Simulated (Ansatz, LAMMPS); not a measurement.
# Convergence of a linear-scaling basis for glassy 85GeO2-15Li2O (mol %) (78 atoms)

Aim: test how closely localised support functions follow the reference on glassy 85GeO2-15Li2O (mol %) (78 atoms), and at what cost. A setting counts as converged where the r.m.s. difference of forces stays under 1 % of the r.m.s. force.

Calculated with Ansatz 0.2.0; Kohn-Sham DFT, PBE, PAW (set soft_2), plane waves.

The raw output is cut from this account; settings, times and results stay.

## 1. The system as given

The cell holds 78 atoms: 22 Ge, 8 Li and 48 O. Cell: a = 10.395 Å, b = 10.395 Å, c = 10.395 Å, α = 90.0°, β = 90.0°, γ = 90.0°. 78 atoms (22 Ge, 8 Li, 48 O) placed at random at 3.6 g/cm³, melted at 4000 K for 10 ps at fixed volume with the Morse and Coulomb pair potential with partial charges (Pedone, Malavasi, Menziani, Cormack and Segre, J. Phys. Chem. B 110, 11780 (2006)). Quenched from 4000 K to 300 K at 30 K/ps and fixed volume, held 10 ps at zero pressure.

Before any run, some limits are plain. The quench rate of 30 K/ps far exceeds what a furnace or splat quench reaches, so expect more defects and frozen-in strain than in a real sample. The starting topology of bonds comes from the classical model, and needn't be the one that DFT or experiment would give. Only the Γ point is sampled, in a cell whose shortest periodic width is 10 Å.

## 2. Making the structure

A classical potential supplies the starting structure, since it reaches far longer times than DFT.

This step: classical MD, Morse and Coulomb pair potential with partial charges (Pedone, Malavasi, Menziani, Cormack and Segre, J. Phys. Chem. B 110, 11780 (2006)) (LAMMPS 22 Jul 2025 - Update 4).

The input, in.lmp:

```
# melt-quench of Ge22Li8O48
units metal
atom_style charge
boundary p p p
region box block 0 10.3772 0 10.3772 0 10.3772
create_box 3 box
mass 1 72.6300   # Ge
mass 2 6.9400   # Li
mass 3 15.9990   # O
create_atoms 1 random 22 619084 NULL overlap 1.5 maxtry 2000
create_atoms 2 random 8 619091 NULL overlap 1.5 maxtry 2000
create_atoms 3 random 48 619098 NULL overlap 1.5 maxtry 2000
pair_style hybrid/overlay pedone 5.5 coul/long 8.0
pair_coeff * * coul/long
pair_coeff 1 3 pedone 0.158118 2.294230 2.261313 5   # Ge-O
pair_coeff 2 3 pedone 0.001114 3.429506 2.681360 1   # Li-O
pair_coeff 3 3 pedone 0.042395 1.379316 3.618701 22   # O-O
set type 1 charge 2.4
set type 2 charge 0.6
set type 3 charge -1.2
kspace_style pppm 1.0e-4
neigh_modify delay 0 every 1 check yes
thermo_style custom step time temp pe press density
thermo_modify norm yes
timestep 0.002
thermo 100
min_style cg
minimize 1e-4 1e-4 200 2000
reset_timestep 0
velocity all create 4000 619085 mom yes dist gaussian
fix lim all nve/limit 0.05
fix lan all langevin 4000 4000 0.2 619086 zero yes
thermo 500
run 1000 post no
# [... 7 lines left out ...]
fix md all nvt temp 4000 300 0.2
run 61667 post no
unfix md
thermo 1666
fix md all npt temp 300 300 0.2 iso 0 0 2
run 5000 post no
unfix md
write_dump all custom glass.dump id type xs ys zs modify sort id
```

The run is started by

```sh
$ lmp -in in.lmp -log none -nocite
```

Elapsed: 24 s, on 1 thread of Arm Neoverse V2, shared host; peak memory 0.069 GiB.

## 3. Plane-wave single point

This run is the reference for what follows, at a cutoff of 420 eV.

The input, input.yaml:

```yaml
crystal:
  lattice:
    - [10.39453, 0.0, 0.0]
    - [0.0, 10.39453, 0.0]
    - [0.0, 0.0, 10.39453]
  atoms:
    - { symbol: Ge, position: [0.93634, 0.91866, 0.20429] }
    - { symbol: Ge, position: [0.35418, 0.19466, 0.92914] }
    - { symbol: Ge, position: [0.93876, 0.38504, 0.16942] }
    - { symbol: Ge, position: [0.61932, 0.2353, 0.61099] }
    - { symbol: Ge, position: [0.45505, 0.15485, 0.36107] }
    - { symbol: Ge, position: [0.19025, 0.12889, 0.19765] }
    - { symbol: Ge, position: [0.49201, 0.83949, 0.44744] }
    - { symbol: Ge, position: [0.12899, 0.33001, 0.44777] }
[... 66 atom lines left out ...]
    - { symbol: O, position: [0.84821, 0.02454, 0.30662] }
    - { symbol: O, position: [0.97207, 0.28798, 0.02925] }
    - { symbol: O, position: [0.16917, 0.20498, 0.56075] }
    - { symbol: O, position: [0.38273, 0.34848, 0.87606] }
kpoints:
  mp_grid: { grid: [1, 1, 1] }
hamiltonian:
  xc: pbe
scf:
  occupations: { method: gaussian, width: 0.05 }
output:
  forces: true
  stress: true
  populations: true
  dos:
    method: { smearing: { sigma: 0.1 } }
    de: 0.1
    projected: { site_lists: { Ge: [Ge], Li: [Li], O: [O] } }
  eigenvalues: true
  write_density: true
  write_potential: true
  volumetric_format: npy
```

The run is started by

```sh
$ ansatz run input.yaml --threads 4 --pin off --max-ram 8192MiB --backend cpu --events-out ev --progress --plain --runs-dir out
```

Run time: 16 s. Hardware: 4 threads of Arm Neoverse V2, shared host; peak memory 1.5 GiB; 57 s of CPU time.

Read from the output:

```yaml
free_energy: -123362.0391 eV
free_energy_per_atom: -1581.5646 eV/atom
scf_cycles: 9
pressure: 5.254 GPa
r_m_s_force_component: 1.105 eV/Å
longest_force: 3.337 eV/Å
fermi_energy: 4.553 eV
spacing_of_highest_filled_and_lowest_empty_level: 1.46 eV
spilling_of_the_projection: 0.005495
```

The r.m.s. force component of 1.1 eV/Å and the pressure of 5.3 GPa set the scale for the differences below.

## 4. Support functions low

With localised support functions most steps grow linearly with size, though the diagonalisation grows faster unless the density matrix is cut; this run measures error and cost at this size.

This step: Kohn-Sham DFT, PBE, PAW (set soft_2), localised support functions (low) (Ansatz 0.2.0).

input.yaml, the sections that differ from step 3:

```yaml
scf:
  occupations: { method: gaussian, width: 0.05 }
  eigensolver: { kind: { support_functions: { accuracy: low } } }
  max_iter: 150
output:
  forces: true
  eigenvalues: true
# crystal, kpoints, hamiltonian: as in step 3
```

The job ended after 93 s (4 threads; peak memory 3.7 GiB; 6 min of CPU time).

The program notes that the band table was not solved further than the SCF left it and it switched symmetry off.

Keys that differ from the reference: support_functions.accuracy = "low" and scf.max_iter = 150.

Forces differ from the reference by 4.4 meV/Å r.m.s., 0.40 % of their size, within a tolerance of 1 %; the energy by -7.2 meV/atom. It took roughly 6.0 times the reference's time (one timing each, with unlike analyses asked), in 13 cycles against 9.

## 5. Support functions medium

With localised support functions most steps grow linearly with size, though the diagonalisation grows faster unless the density matrix is cut; this run measures error and cost at this size. Besides, the program derives a nominal cutoff of 464 eV for this run, against the reference's 420.

This step: Kohn-Sham DFT, PBE, PAW (set soft_2), localised support functions (medium) (Ansatz 0.2.0).

input.yaml, the sections that differ from step 4:

```yaml
scf:
  occupations: { method: gaussian, width: 0.05 }
  eigensolver: { kind: { support_functions: { accuracy: medium } } }
  max_iter: 150
# crystal, kpoints, hamiltonian, output: as in step 4
```

It took 1.8 min on 4 threads; peak memory 3.7 GiB; 7 min of CPU time.

Keys that differ from the reference: support_functions.accuracy = "medium" and scf.max_iter = 150.

Forces differ from the reference by 4.3 meV/Å r.m.s., 0.39 % of their size, within a tolerance of 1 %; the energy by -7.2 meV/atom. It took roughly 6.9 times the reference's time (one timing each, with unlike analyses asked), in 15 cycles against 9.

## 6. Support functions medium, spacing 0.33 Å

The grid spacing sets how fine a wave the support functions can hold. Besides, the program derives a nominal cutoff of 464 eV for this run, against the reference's 420.

input.yaml, the sections that differ from step 5:

```yaml
scf:
  occupations: { method: gaussian, width: 0.05 }
  eigensolver: { kind: { support_functions: { accuracy: medium, spacing: 0.33 } } }
  max_iter: 150
# crystal, kpoints, hamiltonian, output: as in step 5
```

Run time: 54 s. Hardware: 4 threads; peak memory 2.1 GiB.

The program notes that the forces don't sum to zero within tolerance and the grid leaves an egg-box force.

Forces differ from the reference by 35 meV/Å r.m.s., 3.2 % of their size, over a tolerance of 1 %; the energy by -8.3 meV/atom. It took roughly 3.5 times the reference's time (one timing each, with unlike analyses asked), in 14 cycles against 9. The setting is coarser than the default on purpose.

## 7. Support functions medium, spacing 0.275 Å

input.yaml, the sections that differ from step 6:

```yaml
scf:
  occupations: { method: gaussian, width: 0.05 }
  eigensolver: { kind: { support_functions: { accuracy: medium, spacing: 0.275 } } }
  max_iter: 150
# crystal, kpoints, hamiltonian, output: as in step 6
```

Elapsed: 77 s, on 4 threads; peak memory 2.7 GiB.

Forces differ from the reference by 1.9 meV/Å r.m.s., 0.17 % of their size, well within a tolerance of 1 %; the energy by -6.9 meV/atom. It took roughly 5.0 times the reference's time (one timing each, with unlike analyses asked), in 14 cycles against 9. The setting is coarser than the default on purpose.

## 8. Other settings

Changed here: basis.precision = "f64", scf.algorithm = "density_mixing" and scf.eigensolver.kind = "davidson".

This step: Kohn-Sham DFT, PBE, PAW (set soft_2), plane waves (Ansatz 0.2.0).

input.yaml, the sections that differ from step 7:

```yaml
scf:
  occupations: { method: gaussian, width: 0.05 }
  eigensolver: { kind: davidson }
  algorithm: density_mixing
output:
  forces: true
  stress: true
  populations: true
  dos:
    method: { smearing: { sigma: 0.08 } }
    de: 0.1
    projected: { site_lists: { Ge: [Ge], Li: [Li], O: [O] } }
  eigenvalues: true
basis:
  precision: f64
# crystal, kpoints, hamiltonian: as in step 7
```

It took 29 s on 4 threads; peak memory 1.6 GiB; 1.7 min of CPU time.

Forces differ from the reference by 0.014 meV/Å r.m.s., 0.0013 % of their size, well within a tolerance of 1 %. It took roughly 1.9 times the reference's time (one timing each, with unlike analyses asked), in 9 cycles against 9.

## 9. The ladder side by side

Each row is set against the plane-wave reference (Kohn-Sham DFT, PBE, PAW (set soft_2), plane waves; r.m.s. force component 1.11 eV/Å). Energies are set beside the reference only for runs with its functional, potentials and electron count. Times are for 4 threads of Arm Neoverse V2, shared host. The reference's time includes the DOS, the stress and grids, which some other runs skip.

```csv
run,"Δ force, r.m.s. (meV/Å)",share of r.m.s. force (%),Δ energy (meV/atom),Δ pressure (GPa),Δ gap (eV),cycles,time,host memory (GiB)
reference,-,-,-,-,-,9,16 s,1.5
support functions low,4.38,0.396,-7.22,-,9.0e-4,13,93 s,3.7
support functions medium,4.34,0.392,-7.22,-,9.0e-4,15,1.8 min,3.7
"support functions medium, spacing 0.33 Å",35.4,3.21,-8.29,-,-0.0026,14,54 s,2.1
"support functions medium, spacing 0.275 Å",1.85,0.168,-6.87,-,0.0012,14,77 s,2.7
"basis.precision = "f64", scf.algorithm = "density_mixing" and scf.eigensolver.kind = "davidson"",0.014,0.0013,0,0,0,9,29 s,1.6
```

## 10. What the reference run shows

With the settings judged, the reference run is read for its physics.

Neighbours are counted within 2.27 Å (O-Ge), 2.58 Å (O-Li).

Length of the force by element and coordination:

```csv
element,coordination,atoms,mean length of the force (eV/Å),spread,least,most
Ge,all,22,2.11,0.758,0.973,3.34
Ge,4,20,2.04,0.756,0.973,3.34
Ge,5,1,3.06,0,3.06,3.06
Ge,6,1,2.58,0,2.58,2.58
Li,all,8,0.633,0.295,0.133,0.996
Li,2,1,0.133,0,0.133,0.133
Li,3,2,0.714,0.280,0.434,0.994
Li,4,5,0.701,0.225,0.308,0.996
O,all,48,1.79,0.605,0.901,3.21
O,2,31,1.70,0.536,0.901,2.97
O,3,13,2.10,0.646,1.25,3.21
O,4,2,1.85,0.61,1.24,2.46
O,5,2,1.09,0.0308,1.06,1.12
```

Löwdin charges by element and coordination (they lack the spilled electrons, 0.044 e an atom on average):

```csv
element,coordination,atoms,mean charge (e),spread,least,most
Ge,all,22,1.61,0.0421,1.46,1.65
Ge,4,20,1.62,0.0265,1.55,1.65
Ge,5,1,1.58,0,1.58,1.58
Ge,6,1,1.46,0,1.46,1.46
Li,all,8,0.797,0.0191,0.764,0.833
Li,2,1,0.833,0,0.833,0.833
Li,3,2,0.779,0.0154,0.764,0.795
Li,4,5,0.796,0.0103,0.781,0.812
O,all,48,-0.798,0.0746,-1.08,-0.728
O,2,31,-0.764,0.0146,-0.801,-0.728
O,3,13,-0.823,0.0585,-0.973,-0.755
O,4,2,-0.919,0.0905,-1.01,-0.829
O,5,2,-1.05,0.0321,-1.08,-1.01
```

States in the cell by windows of 1 eV, zero at the Fermi level; the larger projections on atomic orbitals stand beside the total:

```csv
from (eV),to (eV),total,O p,Ge p,Ge s
-10,-9,9.9,5.9,0.8,2.4
-9,-8,12.1,7.6,1.4,2.2
-8,-7,10.3,7.1,1.8,0.8
-7,-6,30.8,22.8,7.1,0.2
-6,-5,15.0,11.5,2.5,0.2
-5,-4,37.2,31.1,3.3,0.3
-4,-3,55.5,51.0,2.2,0.2
-3,-2,67.6,64.7,1.1,0.1
-2,-1,29.1,28.0,0.4,0.1
-1,0,6.5,6.2,0.1,0.0
0,1,2.0,0.2,0.2,0.9
1,2,0.0,0.0,0.0,0.0
2,3,8.0,1.6,1.2,3.4
3,4,10.8,2.3,2.0,4.0
4,5,13.1,2.5,3.3,3.7
```

Between -26 and -10 eV lie 321 more states.

The levels nearest the highest filled one (over half full), pooled over k-points and spins:

```csv
level less the highest filled one (eV),occupation
-0.559,2
-0.377,2
-0.287,2
-0.085,2
-0.0527,2
0,2
1.46,0
2.94,0
3.23,0
3.47,0
3.49,0
3.96,0
```

Electrostatic potential energy in the bc plane at fractional x = 0.613, with atoms of Ge and Li and O within 0.2 Å of it. With pseudopotentials it is smooth inside the atoms' cores, unlike the true potential.

Values in eV, 13 rows by 16 columns, each cell a mean:
```
-17  -8   5   9  10  10  -3 -35 -15   3   6   9   9   9   3  -9
-34 -22   4  10  10   9   5  -7   3   8   8   8   9  10   6 -17
-11 -12  -2   9   9   8   5   2   5   8   6   0   2   8   8   0
  4 -29 -29  -1   1 -13 -22   4   7   7   2 -20 -15   4   2   3
  6   2 -11 -29 -27 -13 -10   5  -4   0   4   0   2   4  -9  -7
  8   7  -5 -27 -25  -2   7   1 -24 -12   6   5 -24 -16   5   6
 10   9   7   4   4   7   9   7   3   5   8   7 -18 -12   6   9
 10   9   7   8   9  10  10  10  10  10  10   9   7   5   6   9
 10   2 -15   2   9  10  10  11  11  11  10  10   9   8   9  10
 10  -7 -32  -5  10  10  10  10  10  11  11  10   8   7   8   9
  9   8   4   7   9  10  10   9   9   9  -2  -3  -1  -6   2   8
  8   3 -10   0   7   9   9   7   4   1 -29 -27  -8 -16  -9  -2
  4   4   1   5   8  10   9  -2  -4  -5   2   5   5   2 -27 -31
```
Columns run along b (10.4 Å; values clipped at the 3rd and 97th percentile), rows up along c (10.4 Å). Atoms in or near the plane, at fractional coordinates: Ge at (0.24, 0.61), Li at (0.73, 0.72), Li at (0.54, 0.58), O at (0.46, 0.95), O at (0.67, 0.12), O at (0.11, 0.73), O at (0.79, 0.54), O at (0.93, 0.03), O at (0.15, 0.28).

Valence density in the bc plane at fractional x = 0.613, with atoms of Ge and Li and O within 0.2 Å of it. It is the smooth field of the valence electrons, not physical close to the nuclei.

Ten steps, logarithmic in the rise over the least value, from '0' (0 e/Å³) to '9' (25 e/Å³), each cell a mean:
```
22111000000256642100000002343
66321000000256641000000000123
99521000000134421000000000124
77421000000011110000000001123
23332100001111000000000001122
13565310013321000000242001111
13676421235642000000465100110
12454344345642000000242001331
01122599633321122000011111331
00011599621110366200124431100
00001255310000365200146653100
00000111100000011000146652100
00000010000000000000023431000
00000000000000000000001110000
00011100000000000000000000000
00134310000000000000000000000
01366531000000000000000000000
01367631000000000000000000000
00234320000000000001100000000
00011100000000000134421111000
00001000000000001256642222111
10013200000000001256642223443
21001100000001111234321124665
21000000000124322111100014665
```
Columns run along b (10.4 Å), rows up along c (10.4 Å). Atoms in or near the plane, at fractional coordinates: Ge at (0.24, 0.61), Li at (0.73, 0.72), Li at (0.54, 0.58), O at (0.46, 0.95), O at (0.67, 0.12), O at (0.11, 0.73), O at (0.79, 0.54), O at (0.93, 0.03), O at (0.15, 0.28).

Mean Löwdin charges: Ge +1.61, Li +0.80, O -0.80 e (they miss 0.55 % of the electrons, so they add up to more than the cell's charge). The largest share in the top eV of filled states is O p (97 % of the projected weight), and in the lowest eV of empty states Ge s (45 % of the projected weight).

## 11. Distances and neighbours

Bonds and neighbours are counted at the geometry of the runs.

Density 3.58 g/cm³, 14.40 Å³ an atom.

g(r), total and by pair (bins of 0.2 Å):

```csv
r (Å),total,O-O,O-Ge,O-Li,Ge-Ge,Ge-Li,Li-Li
1.60,0.79,0.00,2.26,0.00,0.00,0.00,0.00
1.80,3.51,0.00,9.77,0.99,0.00,0.00,0.00
2.00,0.74,0.00,0.56,4.37,0.00,0.00,0.00
2.20,0.28,0.00,0.00,1.75,0.00,0.00,5.77
2.40,0.12,0.13,0.00,0.61,0.00,0.00,0.00
2.60,0.84,1.74,0.07,0.16,0.00,0.77,8.45
2.80,1.64,3.74,0.00,1.03,0.00,1.59,0.00
3.00,0.86,1.58,0.23,0.39,0.20,0.83,6.21
3.20,0.73,0.80,0.16,0.46,2.12,2.47,0.00
3.40,1.04,0.88,0.36,0.70,4.49,2.19,1.23
3.60,0.81,0.51,1.04,0.81,0.44,1.57,2.21
3.80,0.87,0.72,1.06,1.21,0.39,0.71,0.00
4.00,1.06,0.68,1.54,1.68,0.35,0.32,0.84
4.20,1.27,0.75,2.04,1.64,0.41,0.57,0.82
4.40,1.21,0.78,1.86,1.09,1.05,0.80,0.71
4.60,1.13,0.89,1.36,1.11,1.48,0.85,1.35
4.80,1.01,0.98,0.92,1.41,1.20,0.78,0.00
5.00,0.87,1.05,0.71,0.74,1.03,0.70,0.56
```

Bonds by pair of elements; cutoffs follow the first minimum of g(r), held within bounds set by covalent radii, and pairs that aren't listed don't count as bonded:

```csv
pair A-B,cutoff (Å),bonds,mean length (Å),spread (Å),shortest (Å),B about A,A about B
O-Ge,2.27,91,1.75,0.066,1.66,1.90,4.14
O-Li,2.58,28,2.07,0.145,1.88,0.583,3.5
```

How many atoms have how many bonded neighbours:

```csv
element,mean,2,3,4,5,6
Ge,4.14,0,0,20,1,1
Li,3.5,1,2,5,0,0
O,2.48,31,13,2,2,0
```

Oxygen atoms by the number of network formers (Si, P, Ge, B, Al, As, Ga) bound to them:

```csv
network formers bound to O,O atoms,per cent
0,0,0
1,5,10.4
2,43,89.6
```

Network units: each former by its oxygen neighbours and how many of them bridge to another former:

```csv
former,O neighbours,bridging O,atoms
Ge,4,3,4
Ge,4,4,16
Ge,5,5,1
Ge,6,5,1
```

Rings of the network by King's shortest-path rule, up to 12 atoms, one path for each pair of neighbours; H, halogens, alkali and alkaline-earth atoms are left out:

```csv
ring size (atoms),rings,per network atom
6,1,0.014
8,4,0.057
10,3,0.043
12,11,0.157
```

Among the first-shell peaks of g(r) are those at about 2.8 Å (O-O), 1.7 Å (O-Ge), 2.0 Å (O-Li) and 3.4 Å (Ge-Ge). By these cutoffs 91 % of Ge atoms have 4, 62 % of Li atoms have 4 and 65 % of O atoms have 2 bonded neighbours. 90 % of the oxygens bridge two formers and 10 % are non-bridging. The commonest Ge unit has 4 oxygens, 4 of them shared with other formers (16 of 22 atoms). Rings of 12 atoms are the most common (58 % of those counted); sizes run from 6 to 12, where the search stops.

The surroundings of Li23, one of the 8 Li atoms, nearest first, numbered as they follow in the input and with coordinates relative to it.

```csv
atom,x,y,z,distance (Å),bonds,Löwdin charge (e),Fx,Fy,Fz (eV/Å)
Li23,0.00,0.00,0.00,0.00,4,0.81,-0.68,0.08,0.10
O34,1.20,-0.16,-1.53,1.95,3,-0.80,-2.27,-1.42,1.15
O73,-0.49,-0.06,1.94,2.00,3,-0.81,-0.89,-0.46,-1.70
O38,-1.62,-0.21,-1.41,2.16,3,-0.81,0.98,-0.05,1.03
O71,-0.37,-2.28,-0.62,2.39,3,-0.75,0.80,0.44,1.43
Ge10,-0.25,-1.29,-2.19,2.56,6,1.46,-1.53,-1.55,-1.38
Ge15,1.11,0.13,2.56,2.80,4,1.62,-0.85,0.57,1.23
O43,1.94,1.40,1.81,3.00,2,-0.77,-0.15,0.89,-0.05
```

## 12. Outcome

```yaml
free_energy_per_atom: -1581.5646 eV/atom
pressure: 5.254 GPa
r_m_s_force_component: 1.105 eV/Å
spacing_of_highest_filled_and_lowest_empty_level: 1.46 eV
wall_time_of_the_6_dft_runs: 6.3 min
```

Against plane waves at 420 eV, the forces differ by 4.3 meV/Å (0.39 %) with support functions medium. At 78 atoms the fastest of the runs at a preset level, support functions low, takes roughly 6.0 times the time of plane waves (whose run also made extra analyses), in 13 SCF cycles against 9. Differences between support functions and plane waves include what basis error the plane-wave run still has.

The highest filled and lowest empty levels differ by 1.46 eV (at Γ alone); a semilocal functional tends to put such gaps too low. In a disordered cell it changes from sample to sample, and tail or defect levels can set it. With the cutoffs above, 91 % of Ge atoms have 4, 62 % of Li atoms have 4 and 65 % of O atoms have 2 bonded neighbours. 90 % of the oxygens bridge two formers and 10 % are non-bridging.

Caveats: The force components of 1.1 eV/Å r.m.s. reflect the temperature of the frame as well as the gap between the generating potential and DFT. The pressure of 5.3 GPa is that of one thermal frame, in which the classical model's bond lengths enter as well as the volume, without the kinetic term. The pressure of a single frame lacks the kinetic term.

[Long decimals in the printed logs are rounded to 6 places.]

[Logs are printed without paths, hosts, clocks, repeated set-up lines and the standing remarks that a program may print on its own settings, such as how far it seeks lower states.]

[Hosts, paths, dates, database ids (printed as entryN), source tags and the programs' standing remarks are cut or masked in the printed files.]
